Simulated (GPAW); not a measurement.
# Y L₃-edge XANES of YSe (Fm-3m), part 2 of 3

Aim: the dependence of the Y L₃ near-edge features of YSe (Fm-3m) on volume.

GPAW 26.7.0; X-ray absorption from dipole matrix elements to empty bands, plane-wave PAW LDA.

So far. Step 2 (The field without a hole): The mesh shows no gap, so the system is treated as a metal and the core electron is put at the Fermi level (neutral cell).

## Step 4: Spectrum with XCH, Y atom 1

The holes are 5.7 Å apart. In GPAW the data set carries the hole's charge, so charge=0 means a charged cell and charge=-1 a neutral one. The excited electron is kept in the cell, where it fills the lowest empty states and screens the hole. After the field has converged, empty bands are computed with the density fixed and the dipole matrix elements are summed.

The absorber has 6 Se at 2.85 Å (octahedral, site symmetry m-3m).

xas.py reads:

```python
import numpy as np
from ase import Atoms
from ase.parallel import parprint, paropen
from gpaw import GPAW, PW, FermiDirac, Mixer, MixerDif, setup_paths
from gpaw.test import gen
setup_paths.insert(0, '.')
gen('Y', name='fch2p', xcname='LDA', corehole=(2, 1, 1), write_xml=True)
from gpaw.mpi import world
world.barrier()

atoms = Atoms('Y4Se4',
    cell=[[0, -5.703, 0],
     [-5.703, 0, 0],
     [0, 0, -5.703]],
    scaled_positions=[[0.5, 0.5, 0.5],
     [0, 0.5, 0],
     [0.5, 0, 0],
     [0, 0, 0.5],
     [0, 0, 0],
     [0.5, 0, 0.5],
     [0, 0.5, 0.5],
     [0.5, 0.5, 0]],
    pbc=True)
atoms.calc = calc = GPAW(legacy_gpaw=True, mode=PW(430, force_complex_dtype=True), xc='LDA', setups={0: 'fch2p'},
    kpts={'size': (5, 5, 5), 'gamma': True}, occupations=FermiDirac(0.1),
    charge=-1, mixer=Mixer(0.1, 5, 50), maxiter=150,
    convergence={'density': 0.0001, 'eigenstates': 1e-6}, txt='scf.txt')
energy = atoms.get_potential_energy() + calc.get_reference_energy()
ef = calc.get_fermi_level()
out = dict(energy=energy, fermi=ef, forces=atoms.get_forces().tolist())
parprint(f'all-electron energy {energy:.4f} eV, Fermi level {ef:.4f} eV')
ev = np.array([[calc.get_eigenvalues(k, s) for k in range(len(calc.get_ibz_k_points()))] for s in range(calc.get_number_of_spins())])
out['homo'], out['lumo'], out['counts'] = ev[ev < ef].max(), ev[ev > ef].min(), sorted(set((ev < ef).sum((0, 2)).tolist()))
out['filled'] = (ev[:, 0] < ef).sum(1).tolist()

from ase.units import Ha
from gpaw.xas import dipole_matrix_elements
nb = int(calc.get_number_of_electrons() / 2) + 133
top, nb = nb, nb + 8 + nb // 12
nscf = calc.fixed_density(kpts={'size': (5, 5, 5), 'gamma': True}, nbands=nb,
    convergence={'bands': top, 'eigenstates': 5e-3}, maxiter=60, txt='nscf.txt')
cell = atoms.cell.array
ops = [cell.T @ U.T @ np.linalg.inv(cell.T) for U in nscf.wfs.kd.symmetry.op_scc]
E = np.arange(-6, 34, 0.1)
fwhm = np.interp(E, [4, 25], [1.5, 3.5])
Y, X, zero, highest = 0, 0, 1e9, 1e9
for spin in range(nscf.get_number_of_spins()):
    wfs = nscf.wfs
    mine = wfs.bd.get_slice()  # this rank's bands
    A = dipole_matrix_elements(wfs.setups[0])
    eps = np.zeros((wfs.kd.nibzkpts, nb))
    d = np.zeros((3, A.shape[1], wfs.kd.nibzkpts, nb), complex)
    for kpt in wfs.kpt_u:
        if kpt.s == spin and 0 in kpt.P_ani:
            eps[kpt.k, mine] = kpt.eps_n * Ha
            d[:, :, kpt.k, mine] = (kpt.weight * wfs.nspins / 2) ** 0.5 * np.inner(A, kpt.P_ani[0])
    world.sum(eps)
    world.sum(d)
    T = np.einsum('amkn,bmkn->abkn', d, d.conj()).real
    T = sum(np.einsum('ai,ijkn,bj->abkn', R, T, R) for R in ops) / len(ops)
    empty = eps > ef
    zero, highest = min(zero, eps[empty].min()), min(highest, eps[:, top - 1].min())
    lines = [(eps, T, empty)] if spin == 0 else lines + [(eps, T, empty)]
for eps, T, empty in lines:
    f = np.einsum('aakn->akn', T).reshape(3, -1)
    x = eps.ravel() - zero
    w = np.interp(x, E, fwhm) / 2.35482
    g = np.exp(-0.5 * ((E[:, None] - x) / w) ** 2) / (w * (2 * np.pi) ** 0.5)
    Y = Y + (f * empty.ravel()) @ g.T
    X = X + (f * ~empty.ravel()) @ g.T
out.update(E=E.round(2).tolist(), xas=Y.tolist(), xes=X.tolist(), zero=zero, valid=highest - zero, nk=len(eps), nb=nb)
for i in range(0, len(E), 10):
    parprint(f'{E[i]:7.2f}', *(f'{v:10.3e}' for v in Y[:, i]))
import json
with paropen('out.json', 'w') as f:
    json.dump(out, f)
```

Launch:

```
$ OMP_NUM_THREADS=1 mpirun -n 4 gpaw python xas.py
```

Numbers of over 12 decimals in the logs are rounded to 6 here.

Output:

```text
Input parameters:
  charge: -1
  convergence: {density: 0.0001,
                eigenstates: 1e-06}
  kpts: {gamma: True,
         size: (5, 5, 5)}
  maxiter: 150
  mixer: {backend: pulay,
          beta: 0.1,
          method: separate,
          nmaxold: 5,
          weight: 50}
  mode: {ecut: 430.0,
         force_complex_dtype: True,
         name: pw}
  occupations: {fixmagmom: False,
                name: fermi-dirac,
                width: 0.1}
  setups: {0: fch2p}

Initialize ...

[... PAW data sets ...]

Reference energy: -629914.952088  # eV

Spin-paired calculation

[... convergence settings ...]
Symmetries present (total): 48
  [... symmetry matrices ...]

125 k-points: 5 x 5 x 5 Monkhorst-Pack grid
10 k-points in the irreducible part of the Brillouin zone
       k-points in crystal coordinates                weights
   0:     0.00000000    0.00000000    0.00000000          1/125
   1:     0.20000000    0.00000000    0.00000000          6/125
   2:     0.20000000    0.20000000    0.00000000         12/125
   3:     0.20000000    0.20000000    0.20000000          8/125
   4:     0.40000000    0.00000000    0.00000000          6/125
   5:     0.40000000    0.20000000    0.00000000         24/125
   6:     0.40000000    0.20000000    0.20000000         24/125
   7:     0.40000000    0.40000000    0.00000000         12/125
   8:     0.40000000    0.40000000    0.20000000         24/125
   9:     0.40000000    0.40000000    0.40000000          8/125

Wave functions: Plane wave expansion
  Cutoff energy: 430.000 eV
  Number of coefficients (min, max): 3737, 3791
  Pulay-stress correction: 0.000000 eV/Ang^3 (de/decut=0.000000)
  Using FFTW library
  Wavefunction extrapolation:
    Improved wavefunction reuse through dual PAW basis

Occupation numbers: Fermi-Dirac:
  width: 0.1000  # eV

Eigensolver
   Davidson(niter=2)

Densities:
  Coarse grid: 28*28*28 grid
  Fine grid: 56*56*56 grid
  Total Charge: 0.000000

Density mixing:
  Method: separate
  Backend: pulay
  Linear mixing parameter: 0.1
  old densities: 5
  Width of damping distribution: 1.1
  Damping of long wavelength oscillations: 50

[... Hamiltonian set-up ...]
Number of atoms: 8
Number of atomic orbitals: 68
Number of bands in calculation: 46
Number of valence electrons: 69
Bands to converge: occupied

... initialized

Initializing position-dependent things.

Density initialized from atomic densities
Creating initial wave functions:
  46 bands from LCAO basis set

         Y      Se
       Se     Y

         Se     Y
       Y      Se

Atomic positions and initial magnetic moments

Positions:
   0 Y     -2.851500   -2.851500   -2.851500    ( 0.0000,  0.0000,  0.0000)
   1 Y     -2.851500    0.000000    0.000000    ( 0.0000,  0.0000,  0.0000)
   2 Y      0.000000   -2.851500    0.000000    ( 0.0000,  0.0000,  0.0000)
   3 Y      0.000000    0.000000   -2.851500    ( 0.0000,  0.0000,  0.0000)
   4 Se     0.000000    0.000000    0.000000    ( 0.0000,  0.0000,  0.0000)
   5 Se     0.000000   -2.851500   -2.851500    ( 0.0000,  0.0000,  0.0000)
   6 Se    -2.851500    0.000000   -2.851500    ( 0.0000,  0.0000,  0.0000)
   7 Se    -2.851500   -2.851500    0.000000    ( 0.0000,  0.0000,  0.0000)

Unit cell:
           periodic     x           y           z      points  spacing
  1. axis:    yes    0.000000   -5.703000    0.000000    28     0.2037
  2. axis:    yes   -5.703000    0.000000    0.000000    28     0.2037
  3. axis:    yes    0.000000    0.000000   -5.703000    28     0.2037

  Lengths:   5.703000   5.703000   5.703000
  Angles:   90.000000  90.000000  90.000000

Effective grid spacing dv^(1/3) = 0.2037

iter:   1   -68.609455
iter:   2   -62.649823   -0.64  -1.04
iter:   3   -62.352555   -1.31  -1.33
iter:   4   -62.224343   -2.22  -1.55
iter:   5   -62.185494   -1.55  -1.60
iter:   6   -62.251722   -2.39  -2.10
iter:   7   -62.161024   -2.64  -1.96
iter:   8   -62.159120   -3.76  -2.50
iter:   9   -62.158802c  -3.83  -2.69
iter:  10   -62.158681c  -4.40  -3.25
iter:  11   -62.158656c  -4.78  -3.56
iter:  12   -62.158615c  -4.92  -3.66
iter:  13   -62.158695c  -5.00  -3.72
iter:  14   -62.158672c  -5.26  -3.80
iter:  15   -62.158646c  -5.35  -4.18c
iter:  16   -62.158642c  -5.54  -4.50c
iter:  17   -62.158640c  -5.66  -4.62c
iter:  18   -62.158645c  -5.79  -5.01c
iter:  19   -62.158645c  -5.89  -5.36c
iter:  20   -62.158646c  -5.99  -5.41c
iter:  21   -62.158647c  -6.07c -5.43c

Converged after 21 iterations.

Dipole moment: (0.000000, 0.000000, 0.000000) |e|*Ang

Energy contributions relative to reference atoms: (reference = -629914.952088)

Kinetic:        +44.127898
Potential:      -40.641289
External:        +0.000000
XC:             -64.469699
Entropy (-ST):   -0.255423
Local:           -1.047845
SIC:             +0.000000
--------------------------
Free energy:    -62.286358
Extrapolated:   -62.158647

Showing only first 2 kpts
 Kpt  Band  Eigenvalues  Occupancy
  0    32      6.88625    2.00000
  0    33      6.88625    2.00000
  0    34      6.88625    2.00000
  0    35      8.71980    1.97088

  1    32      7.01064    2.00000
  1    33      7.62925    2.00000
  1    34      7.62925    2.00000
[...]
Fermi level: 9.14128

No gap
No difference between direct/indirect transitions

Forces in eV/Ang:
  0 Y    -0.00000    0.00000    0.00000
  1 Y    -0.00000   -0.00000    0.00000
  2 Y    -0.00000   -0.00000    0.00000
  3 Y     0.00000   -0.00000    0.00000
  4 Se    0.00000    0.00000    0.00000
  5 Se    0.00000    0.00000    0.00000
  6 Se   -0.00000    0.00000   -0.00000
  7 Se    0.00000    0.00000   -0.00000
Scalar-relativistic atomic LDA calculation for Y (Yttrium, Z=39)
Core hole in 2p state (2p occupation: 5.0)
750 radial gridpoints.
|------------------------------------------------|
|------------------------------------------------|
[... the atom generator's iteration count ...]

Energy contributions:
-------------------------
Kinetic:    +3390.169410
XC:          -101.586326
Potential:  -6591.707672
-------------------------
Total:      -3303.124588

state      eigenvalue         ekin         rmax
-----------------------------------------------
1s^2.0 :  -624.020649   785.933785        0.025
2s^2.0 :   -88.104979   159.718374        0.140
2p^5.0 :   -79.278025   154.656858        0.112
3s^2.0 :   -14.821145    41.563665        0.416
3p^6.0 :   -11.851076    38.628153        0.408
3d^10.0:    -6.902769    34.281661        0.347
4s^2.0 :    -2.317952     8.978980        1.088
4p^6.0 :    -1.537864     7.230238        1.182
4d^1.0 :    -0.465087     3.600285        1.531
5s^2.0 :    -0.408502     1.464135        2.930
5p^0.0 :    -0.262947     1.007025        3.543
-----------------------------------------------
(units: Bohr and Hartree)

Generating PAW setup
Kinetic energy of the core from tauc = 3378.447297
Cutoffs:
rc(s)=2.510
rc(p)=2.490
rc(d)=2.430
rc(vbar)=2.450
rc(comp)=2.410
rc(nct)=2.510

Kinetic energy of the core states: 3322.301470
Charge: 1.0
Core electrons: 27.0
Valence electrons: 11.0
Pseudo-core charge: 0.001449
Shape function alpha=1.722
Pseudo-electron charge 6.524097
state    eigenvalue         norm
--------------------------------
4s(2) :    -2.317952     0.579399
5s(2) :    -0.408502     0.963008
4p(6) :    -1.537864     0.451215
5p(0) :    -0.262947     0.957472
4d(1) :    -0.465087     0.730544
*d    :     0.534913
--------------------------------

Diagonalizing with gridspacing h=0.050

state   all-electron     PAW
-------------------------------
4s:      -2.317952    -2.318410
4p:      -1.537864    -1.538528
4d:      -0.465087    -0.465594
*f:                   -0.036509
-------------------------------
all-electron energy -629977.1107 eV, Fermi level 9.1413 eV
[...]
31.00  1.005e-05  1.005e-05  1.005e-05
  32.00  9.540e-06  9.540e-06  9.540e-06
  33.00  9.857e-06  9.857e-06  9.857e-06
```

Run time: 60 s. Hardware: 4 MPI ranks of Arm Neoverse V1, shared host; peak memory 0.28 GiB.

The Y L₃ spectrum, Y atom 1, excited-electron core hole (neutral cell) (energy from the lowest empty level; intensity scaled to a mean of 1 over the first 20 eV):

```tsv
E (eV)	intensity
-2.00	0.01
-1.25	0.17
-0.50	1.18
0.25	2.95
1.00	3.66
1.75	3.29
2.50	2.50
3.25	1.47
4.00	0.90
4.75	0.57
5.50	0.51
6.25	0.68
7.00	0.83
7.75	0.83
8.50	0.67
9.25	0.54
10.00	0.54
10.75	0.58
11.50	0.53
12.25	0.46
13.00	0.46
13.75	0.55
14.50	0.67
15.25	0.75
16.00	0.74
16.75	0.65
17.50	0.55
18.25	0.49
19.00	0.48
19.75	0.49
20.50	0.50
21.25	0.50
22.00	0.51
22.75	0.53
23.50	0.58
24.25	0.65
25.00	0.72
25.75	0.76
26.50	0.75
27.25	0.71
28.00	0.65
28.75	0.61
29.50	0.57
30.25	0.53
31.00	0.49
31.75	0.47
```

Main maxima below 30 eV (height): 1.0 eV (3.66), 7.4 eV (0.85), 15.6 eV (0.76) and 26.0 eV (0.76). At an L edge the dipole rule selects empty d (and weakly s) states on the absorber, and the strong line at the onset measures the empty part of its d band.

The energy difference (zero at 2096 eV) isn't read as a photon energy: for so heavy an absorber the terms left out (core spin–orbit splitting, the hole's spin, the functional's error) amount to tens of eV or more.

## Step 5: Supercell without a hole, the energy reference

The cell changes for the next run, so it gets a reference energy of its own.

The cell differs from the one that the last finished run ended in (a 5.703 → 5.587 Å, b 5.703 → 5.587 Å, c 5.703 → 5.587 Å).

scf.py reads:

```python
import numpy as np
from ase import Atoms
from ase.parallel import parprint, paropen
from gpaw import GPAW, PW, FermiDirac, Mixer, MixerDif, setup_paths
from gpaw.test import gen
setup_paths.insert(0, '.')
gen('Y', name='nch2p', xcname='LDA', corehole=(2, 1, 0), write_xml=True)
from gpaw.mpi import world
world.barrier()

atoms = Atoms('Y4Se4',
    cell=[[0, -5.58657958, 0],
     [-5.58657958, 0, 0],
     [0, 0, -5.58657958]],
    scaled_positions=[[0.5, 0.5, 0.5],
     [0, 0.5, 0],
     [0.5, 0, 0],
     [0, 0, 0.5],
     [0, 0, 0],
     [0.5, 0, 0.5],
     [0, 0.5, 0.5],
     [0.5, 0.5, 0]],
    pbc=True)
atoms.calc = calc = GPAW(legacy_gpaw=True, mode=PW(430, force_complex_dtype=True), xc='LDA', setups={0: 'nch2p'},
    kpts={'size': (5, 5, 5), 'gamma': True}, occupations=FermiDirac(0.1),
    charge=0, mixer=Mixer(0.1, 5, 50), maxiter=150,
    convergence={'density': 0.0001, 'eigenstates': 1e-6}, txt='scf.txt')
energy = atoms.get_potential_energy() + calc.get_reference_energy()
ef = calc.get_fermi_level()
out = dict(energy=energy, fermi=ef, forces=atoms.get_forces().tolist())
parprint(f'all-electron energy {energy:.4f} eV, Fermi level {ef:.4f} eV')
ev = np.array([[calc.get_eigenvalues(k, s) for k in range(len(calc.get_ibz_k_points()))] for s in range(calc.get_number_of_spins())])
out['homo'], out['lumo'], out['counts'] = ev[ev < ef].max(), ev[ev > ef].min(), sorted(set((ev < ef).sum((0, 2)).tolist()))
out['filled'] = (ev[:, 0] < ef).sum(1).tolist()
import json
with paropen('out.json', 'w') as f:
    json.dump(out, f)
```

Launch:

```
$ OMP_NUM_THREADS=1 mpirun -n 4 gpaw python scf.py
```

Output:

```text
Input parameters:
  convergence: {density: 0.0001,
                eigenstates: 1e-06}
  kpts: {gamma: True,
         size: (5, 5, 5)}
  maxiter: 150
  mixer: {backend: pulay,
          beta: 0.1,
          method: separate,
          nmaxold: 5,
          weight: 50}
  mode: {ecut: 430.0,
         force_complex_dtype: True,
         name: pw}
  occupations: {fixmagmom: False,
                name: fermi-dirac,
[...]
5s(2) :    -0.155371     0.971849
4p(6) :    -1.027192     0.548140
5p(0) :    -0.054980     0.976393
4d(1) :    -0.097195     0.865310
*d    :     0.902805
--------------------------------

Diagonalizing with gridspacing h=0.050

state   all-electron     PAW
-------------------------------
4s:      -1.763072    -1.763529
4p:      -1.027192    -1.027856
4d:      -0.097195    -0.097523
*f:                    0.059866
-------------------------------
all-electron energy -632073.0515 eV, Fermi level 10.0560 eV
[key lines of the parts left out:]
Converged after 13 iterations.
Dipole moment: (-0.000000, -0.000000, -0.000000) |e|*Ang
Free energy:    -52.887341
Fermi level: 10.05596
```

Elapsed: 14 s, on 4 MPI ranks; peak memory 0.21 GiB.

Reference energy: -632073.051 eV with the cores included.

## Step 6: Spectrum with XCH, Y atom 1

Shorter bonds are expected to push antibonding states and scattering resonances up, and longer ones down; the cell is scaled to test that.

Changed against the first core-hole run: volume scale from 1 to 0.94.

xas.py: that of step 4 with these lines changed.

```diff
@@ -11,5 +11,5 @@
 atoms = Atoms('Y4Se4',
-    cell=[[0, -5.703, 0],
-     [-5.703, 0, 0],
-     [0, 0, -5.703]],
+    cell=[[0, -5.58657958, 0],
+     [-5.58657958, 0, 0],
+     [0, 0, -5.58657958]],
     scaled_positions=[[0.5, 0.5, 0.5],
@@ -37,3 +37,3 @@
 from gpaw.xas import dipole_matrix_elements
-nb = int(calc.get_number_of_electrons() / 2) + 133
+nb = int(calc.get_number_of_electrons() / 2) + 127
 top, nb = nb, nb + 8 + nb // 12
```

Launch:

```
$ OMP_NUM_THREADS=1 mpirun -n 4 gpaw python xas.py
```

Output:

```text
Input parameters:
  charge: -1
  convergence: {density: 0.0001,
                eigenstates: 1e-06}
  kpts: {gamma: True,
         size: (5, 5, 5)}
  maxiter: 150
  mixer: {backend: pulay,
          beta: 0.1,
          method: separate,
          nmaxold: 5,
          weight: 50}
  mode: {ecut: 430.0,
         force_complex_dtype: True,
         name: pw}
  occupations: {fixmagmom: False,
[...]
*d    :     0.534913
--------------------------------

Diagonalizing with gridspacing h=0.050

state   all-electron     PAW
-------------------------------
4s:      -2.317952    -2.318410
4p:      -1.537864    -1.538528
4d:      -0.465087    -0.465594
*f:                   -0.036509
-------------------------------
all-electron energy -629977.3432 eV, Fermi level 9.8296 eV
[...]
32.00  1.049e-05  1.049e-05  1.049e-05
  33.00  9.632e-06  9.632e-06  9.632e-06
[key lines of the parts left out:]
Converged after 15 iterations.
Dipole moment: (-0.000000, 0.000000, -0.000000) |e|*Ang
Free energy:    -62.513652
Fermi level: 9.82964
```

Elapsed: 53 s, on 4 MPI ranks; peak memory 0.27 GiB.

```tsv
E (eV)	first run	this run
-2.0	0.01	0.01
-1.0	0.36	0.32
0.0	2.40	2.13
1.0	3.66	3.36
2.0	3.09	3.01
3.0	1.77	2.00
4.0	0.90	1.01
5.0	0.51	0.60
6.0	0.61	0.54
7.0	0.83	0.81
8.0	0.78	0.86
9.0	0.57	0.66
10.0	0.54	0.55
11.0	0.57	0.57
12.0	0.48	0.52
13.0	0.46	0.44
14.0	0.59	0.50
15.0	0.73	0.65
16.0	0.74	0.74
17.0	0.62	0.70
18.0	0.50	0.57
19.0	0.48	0.48
20.0	0.50	0.47
21.0	0.50	0.49
22.0	0.51	0.48
23.0	0.55	0.49
24.0	0.63	0.52
25.0	0.72	0.61
26.0	0.76	0.70
27.0	0.72	0.75
28.0	0.65	0.72
29.0	0.59	0.65
30.0	0.54	0.60
31.0	0.49	0.56
32.0	0.46	0.51
```

Against the first run the r.m.s. difference is 9 %. The highest intensity below 24 eV goes from 1.0 eV (3.66) to 1.0 eV (3.36).

The photon energy of the zero moves by -0.21 eV.

## Step 7: Reference energy of the supercell

The cell changes for the next run, so it gets a reference energy of its own.

The cell differs from the one that the last finished run ended in (a 5.587 → 5.645 Å, b 5.587 → 5.645 Å, c 5.587 → 5.645 Å).

scf.py: that of step 5 with these lines changed.

```diff
@@ -11,5 +11,5 @@
 atoms = Atoms('Y4Se4',
-    cell=[[0, -5.58657958, 0],
-     [-5.58657958, 0, 0],
-     [0, 0, -5.58657958]],
+    cell=[[0, -5.64539, 0],
+     [-5.64539, 0, 0],
+     [0, 0, -5.64539]],
     scaled_positions=[[0.5, 0.5, 0.5],
```

Launch:

```
$ OMP_NUM_THREADS=1 mpirun -n 4 gpaw python scf.py
```

Output:

```text
Input parameters:
  convergence: {density: 0.0001,
                eigenstates: 1e-06}
  kpts: {gamma: True,
         size: (5, 5, 5)}
  maxiter: 150
  mixer: {backend: pulay,
          beta: 0.1,
          method: separate,
          nmaxold: 5,
          weight: 50}
  mode: {ecut: 430.0,
         force_complex_dtype: True,
         name: pw}
  occupations: {fixmagmom: False,
                name: fermi-dirac,
[...]
5s(2) :    -0.155371     0.971849
4p(6) :    -1.027192     0.548140
5p(0) :    -0.054980     0.976393
4d(1) :    -0.097195     0.865310
*d    :     0.902805
--------------------------------

Diagonalizing with gridspacing h=0.050

state   all-electron     PAW
-------------------------------
4s:      -1.763072    -1.763529
4p:      -1.027192    -1.027856
4d:      -0.097195    -0.097523
*f:                    0.059866
-------------------------------
all-electron energy -632073.0911 eV, Fermi level 9.7064 eV
[key lines of the parts left out:]
Converged after 13 iterations.
Dipole moment: (0.000000, 0.000000, 0.000000) |e|*Ang
Free energy:    -52.929180
Fermi level: 9.70638
```

The job ended after 15 s (4 MPI ranks; peak memory 0.21 GiB).

Reference energy: -632073.091 eV with the cores included.

(Continued in part 3 of 3.)

[Banner, clock and machine lines of the logs are left out without a mark of their own.]

[Logs are printed without paths, hosts, clocks, repeated set-up lines and the standing remarks that a program may print on its own settings, such as how far it seeks lower states.]

[Hosts, paths, dates, database ids (printed as entryN), source tags and the programs' standing remarks are cut or masked in the printed files.]

[Lists of maxima count a maximum above −3 eV only where it reaches 4 % of the highest in the window and stands out from its surroundings by 2 % of it (1.5 % where it reaches 55 %); shoulders and weaker maxima are passed over, and of the rest the first, up to two pre-edge ones and the few strongest are named.]
